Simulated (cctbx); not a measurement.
## Accept or mend?

Cell a = 3.9480 Å, b = 15.0860 Å, c = 8.6710 Å, α = 90.00°, β = 90.00°, γ = 90.00°; space group Amm2 (no. 38).

Simulated single-crystal data (cctbx): Cu Kα, λ = 1.54184 Å, to d = 0.83 Å, 80 % of the full sphere, strongest reflection 20000 counts, noise from counting, a 4 % proportional error and a noise floor of 8 counts (s.d.); no absorption.

An anisotropic refinement with weights 1/σ² prints:

```text
Rint 0.039, 565 unique reflections to 0.83 A
cycle     R1     wR2    GooF  max shift (A)
   1  0.1648  0.3929   8.360   0.11912
   6  0.1388  0.3197   6.802   0.00044
final R1 0.1388 wR2 0.3197 GooF 6.802  parameters 52  data/parameter 10.9
atom        x        y        z      Ueq    occ   su(xyz)  su(Uiso or U11)
Tb1    0.00000  0.00000 -0.00085   0.0103  1.000  0.00079  0.0028
Tb2    0.50000  0.33467  0.00155   0.0138  1.000  0.00069  0.0020
Ni1    0.50000  0.00000  0.70328   0.0369  1.000  0.00305  0.0114
Ni2    0.00000  0.41357  0.79107   0.0263  1.000  0.00231  0.0089
Ni3    0.00000  0.40351  0.22419   0.0177  1.000  0.00191  0.0074
Ni4    0.00000  0.18836  0.98574   0.0329  1.000  0.00261  0.0078  NPD
Ti1    0.00000  0.25958  0.73748   0.0426  1.000  0.00388  0.0088
Ti2    0.00000  0.00000  0.51721   0.0197  1.000  0.00359  0.0095
Ti3    0.50000  0.13577  0.86574   0.0017  1.000  0.00138  0.0049  NPD
Ti4    0.50000  0.00000  0.25060   0.0224  1.000  0.00356  0.0103
difference map: max 19.87 min -5.15 rms 1.58
Q1    0.5000  0.1440  0.1512    4   20.45  2.34 A from Ti4
Q2    0.5000  0.1580  0.5027    4   10.11  0.11 A from Tb2
Q3    0.5000  0.1284  0.8613    4    9.73  0.12 A from Ti3
Q4    0.0000  0.0000  0.9982    2    7.96  0.01 A from Tb1
Q5    0.0000  0.0863  0.3242    4    6.18  0.29 A from Ni2
Q6    0.0000  0.0000  0.4228    2    4.88  0.82 A from Ti2
```

Q: Accept it or mend it, and why?

Mend it. The fault: an atom left out, Ni at (1/2, 0.3525, 0.6517). Against the right model at the same level, R1 goes from 0.0199 to 0.1388 and GooF from 0.94 to 6.80, U of Ti3 shrinks from 0.0231 to 0.0017 Å², U of Tb2 shrinks from 0.0199 to 0.0138 Å², the top difference peak, 20.4 e/Å³, lies 2.34 Å from Ti4 and Ni4 and Ti3 go non-positive-definite. Q1 is the missing atom. With scattering power missing, scale and phases suffer, so peaks may also grow on the heavy atoms.

The compound is TbTi2Ni3. The right model at the same level gives:

```text
Rint 0.039, 565 unique reflections to 0.83 A
cycle     R1     wR2    GooF  max shift (A)
   1  0.0271  0.0619   1.325   0.00578
   2  0.0199  0.0437   0.935   0.00004
final R1 0.0199 wR2 0.0437 GooF 0.935  parameters 58  data/parameter 9.7
atom        x        y        z      Ueq    occ   su(xyz)  su(Uiso or U11)
Tb1    0.00000  0.00000 -0.00096   0.0171  1.000  0.00011  0.0004
Tb2    0.50000  0.33490  0.00260   0.0199  1.000  0.00009  0.0003
Ni1    0.50000  0.35234  0.64950   0.0276  1.000  0.00027  0.0013
Ni2    0.50000  0.00000  0.69829   0.0276  1.000  0.00035  0.0017
Ni3    0.00000  0.41419  0.79399   0.0248  1.000  0.00025  0.0012
Ni4    0.00000  0.40098  0.22599   0.0269  1.000  0.00026  0.0013
Ni5    0.00000  0.18789  0.98298   0.0307  1.000  0.00026  0.0010
Ti1    0.00000  0.26097  0.73001   0.0345  1.000  0.00030  0.0011
Ti2    0.00000  0.00000  0.52221   0.0237  1.000  0.00043  0.0013
Ti3    0.50000  0.12801  0.87014   0.0231  1.000  0.00027  0.0011
Ti4    0.50000  0.00000  0.24508   0.0325  1.000  0.00040  0.0020
Flack x: 0.001(9)
Hooft y: 0.001(9)  Bijvoet pairs: 257
difference map: max 0.66 min -0.63 rms 0.15
Q1    0.0000  0.2329  0.4992    4    0.67  1.20 A from Ni5
Q2    0.2658  0.0890  0.8342    8    0.65  1.14 A from Ti3
Q3    0.0000  0.1498  0.5147    4    0.52  1.99 A from Ni4
Q4    0.0000  0.2184  0.6195    4    0.51  1.15 A from Ti1
Q5    0.3337  0.1478  0.0277    8    0.49  1.24 A from Ni1
Q6    0.5000  0.0000  0.1082    2    0.45  1.19 A from Ti4
```

The model is made up (kin elements in a known structure type, no relaxation), so it says nothing on whether the phase exists.

[Middle refinement cycles are left out of these outputs.]

[Logs are printed without paths, hosts, clocks, repeated set-up lines and the standing remarks that a program may print on its own settings, such as how far it seeks lower states.]
